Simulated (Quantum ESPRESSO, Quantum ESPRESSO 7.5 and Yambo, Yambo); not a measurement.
**KBr (Fm-3m): G0W0 on several meshes in Yambo**

How does the mesh move the gap of KBr (Fm-3m)?

Main program and level: Quantum ESPRESSO 7.5 and Yambo 5.3.0; PBE and many-body steps on it, plane waves.

This is a report of a sequence of runs, with most program output left out.

## (1) The structure

The structure is cubic, space group Fm-3m (No. 225). Conventional cell: a = 6.600 Å, b = 6.600 Å, c = 6.600 Å, α = 90.00°, β = 90.00°, γ = 90.00°. Nearest to K lie 6 Br at 3.30 Å. Br has 6 K at 3.30 Å nearest. Farther neighbours and most contacts between anions are not listed.

The cell and positions come from the Crystallography Open Database and are kept as given unless a step says otherwise.

## (2) Empty states on the mesh, 4×4×4 mesh, 474 bands

This step: Quantum ESPRESSO 7.5; DFT, PBE, plane waves, norm-conserving pseudopotentials.

The sums over transitions need many empty states on a uniform mesh; this step solves for them.

pw.in

```
&control
  calculation = 'nscf'
  prefix = 'x'
  outdir = 'o'
  pseudo_dir = 'pseudo'
/
&system
  ibrav = 0
  nat = 2
  ntyp = 2
  ecutwfc = 76.0
  nbnd = 474
  force_symmorphic = .true.
/
&electrons
  conv_thr = 1e-9
  electron_maxstep = 80
  diago_full_acc = .true.
  diago_thr_init = 5e-6
/
ATOMIC_SPECIES
  K 39.098 K.upf
  Br 79.904 Br.upf
CELL_PARAMETERS angstrom
  0.0000000000 3.3000000000 3.3000000000
  3.3000000000 0.0000000000 3.3000000000
  3.3000000000 3.3000000000 0.0000000000
ATOMIC_POSITIONS crystal
  K 0.0000000000 0.0000000000 0.0000000000
  Br 0.5000000000 0.5000000000 0.5000000000
K_POINTS automatic
  4 4 4 0 0 0
```

Launch:

```bash
> OMP_NUM_THREADS=1 mpirun -n 4 pw.x -nk 4 -in pw.in > pw.out
```

Run time: 94 s. Hardware: 4 MPI ranks of Arm Neoverse V1, shared host; peak memory 1.2 GiB; 6.3 min of CPU time.

Numbers from this step:

* gap: 4.436 eV
* k of the valence top: 0, 0, 0
* k of the conduction bottom: 0, 0, 0
* least direct gap: 4.436 eV
* k points computed: 8
* lowest point of the top converged band, above the valence top: 191.6108 eV

On this mesh the gap is 4.436 eV.

The density comes from a self-consistent run that is not shown.

## (3) Conversion and set-up

This step: Yambo 5.3.0; conversion and set-up on PBE, plane waves, norm-conserving pseudopotentials.

The states are converted to the many-body program's format and the q mesh is built.

Launch:

```bash
> (cd o/x.save; p2y > p2y.log; mv SAVE ../..); yambo > setup.log
```

Run time: 3.4 s. Hardware: 1 MPI rank; peak memory 0.26 GiB.

## (4) 4×4×4

Now the one-shot GW correction: screening in the RPA, then the self-energy of the levels asked for.

This step: G0W0 on PBE, plane waves, norm-conserving pseudopotentials.

gw2.in

```
HF_and_locXC
gw0
dyson
ppa
em1d
rim_cut
RandQpts= 1000000
RandGvec= 1 RL
EXXRLvcs= 76 Ry
VXCRLvcs= 304 Ry
Chimod= "HARTREE"
% BndsRnXp
 1 | 201 |
%
NGsBlkXp= 15.5 Ry
% LongDrXp
 1 | 1 | 1 |
%
% GbndRnge
 1 | 201 |
%
DysSolver= "n"
ExtendOut
PPAPntXp= 27.21138 eV
% QPkrange
 1 | 1 | 12 | 15 |
%
```

Launch:

```bash
> OMP_NUM_THREADS=1 mpirun -n 4 yambo -F gw2.in -J gw2 -C gw2 > gw2.log
```

Wall time 6.3 min (4 MPI ranks); peak memory 2.1 GiB.

Numbers from this step:

```yaml
g0w0_gap_on_the_points_computed: 7.728 eV
starting_gap_on_the_mesh: 4.436 eV
k_of_the_valence_top: 0, 0, 0
k_of_the_conduction_bottom: 0, 0, 0
least_direct_g0w0_gap_on_the_computed_points: 7.728 eV
z_at_the_valence_top: 0.8279
z_at_the_conduction_bottom: 0.8736
```

The gap on the mesh goes from 4.44 eV to 7.73 eV, a correction of +3.29 eV.

## (5) Empty states on the mesh, 2×2×2 mesh, 201 bands

This step: Quantum ESPRESSO 7.5; DFT, PBE, plane waves, norm-conserving pseudopotentials.

pw.in: that of step 2 with these lines changed.

```diff
@@ -11,3 +11,3 @@
   ecutwfc = 76.0
-  nbnd = 474
+  nbnd = 201
   force_symmorphic = .true.
@@ -31,2 +31,2 @@
 K_POINTS automatic
-  4 4 4 0 0 0
+  2 2 2 0 0 0
```

Launch:

```bash
> OMP_NUM_THREADS=1 mpirun -n 4 pw.x -nk 4 -in pw.in > pw.out
```

Wall time 12 s (4 MPI ranks); peak memory 0.49 GiB.

Numbers from this step:

| Property | Result |
| --- | --- |
| gap | 4.436 eV |
| k of the valence top | 0, 0, 0 |
| k of the conduction bottom | 0, 0, 0 |
| least direct gap | 4.436 eV |
| k points computed | 3 |
| lowest point of the top converged band, above the valence top | 104.6641 eV |

On this mesh the gap is 4.436 eV.

## (6) Conversion and set-up

This step: Yambo 5.3.0; conversion and set-up on PBE, plane waves, norm-conserving pseudopotentials.

Launch:

```bash
> (cd o/x.save; p2y > p2y.log; mv SAVE ../..); yambo > setup.log
```

Wall time 2.9 s (1 MPI rank); peak memory 0.25 GiB.

## (7) 2×2×2

This step: G0W0 on PBE, plane waves, norm-conserving pseudopotentials.

gw11.in

```
HF_and_locXC
gw0
dyson
ppa
em1d
rim_cut
RandQpts= 1000000
RandGvec= 1 RL
EXXRLvcs= 76 Ry
VXCRLvcs= 304 Ry
Chimod= "HARTREE"
% BndsRnXp
 1 | 201 |
%
NGsBlkXp= 15.5 Ry
% LongDrXp
 1 | 1 | 1 |
%
% GbndRnge
 1 | 201 |
%
DysSolver= "n"
ExtendOut
PPAPntXp= 27.21138 eV
% QPkrange
 1 | 1 | 12 | 15 |
%
```

Launch:

```bash
> OMP_NUM_THREADS=1 mpirun -n 4 yambo -F gw11.in -J gw11 -C gw11 > gw11.log
```

The job ended after 30 s (4 MPI ranks; peak memory 1.4 GiB; 1.9 min of CPU time).

Numbers from this step:

| Property | Result |
| --- | --- |
| G0W0 gap on the points computed | 7.580 eV |
| starting gap on the mesh | 4.436 eV |
| k of the valence top | 0, 0, 0 |
| k of the conduction bottom | 0, 0, 0 |
| least direct G0W0 gap on the computed points | 7.580 eV |
| Z at the valence top | 0.8295 |
| Z at the conduction bottom | 0.8689 |

Against G0W0 in Yambo (4×4×4 mesh, 201 bands, screening to 210.9 eV, Godby-Needs plasmon pole), the gap moves by −0.148 eV.

## (8) The runs together

Times are wall times on 4 MPI ranks of Arm Neoverse V1, shared host, good to a factor of about two.

| run | mesh | bands | screening cutoff (eV) | DFT gap (eV) | gap on the mesh (eV) | direct (eV) | time |
| --- | --- | --- | --- | --- | --- | --- | --- |
| 4×4×4 | 4×4×4 | 201 | 210.9 | 4.436 | 7.728 | 7.728 | 6.3 min |
| 2×2×2 | 2×2×2 | 201 | 210.9 | 4.436 | 7.580 | 7.580 | 30 s |

## (9) What came out

| Property | Result |
| --- | --- |
| 4×4×4 | 7.728 eV |
| 2×2×2 | 7.580 eV |
| known limits | not at the basis limit; no spin-orbit coupling; coarse k mesh |

In words: 2×2×2: −0.148 eV against 4×4×4. Bands and cutoff are finite, so the gap is not at the basis limit. The miss can reach some tenths of an eV and take either sign; the mesh is an error of its own. In the G0W0 runs levels were corrected at 1 k point alone, so a gap called «on the mesh» is the least over those, and an edge elsewhere would be missed. The many-body steps are scalar-relativistic: spin-orbit coupling is not in them.

[Paths, hosts, dates, memory and timing lines, banners, echoed tables and standing remarks are left out of the program output.]

[Logs are printed without paths, hosts, clocks, repeated set-up lines and the standing remarks that a program may print on its own settings, such as how far it seeks lower states.]

[Runs of the session that timed out or met a known fault of the program may be left out.]

[Hosts, paths, dates, database ids (printed as entryN), source tags and the programs' standing remarks are cut or masked in the printed files.]
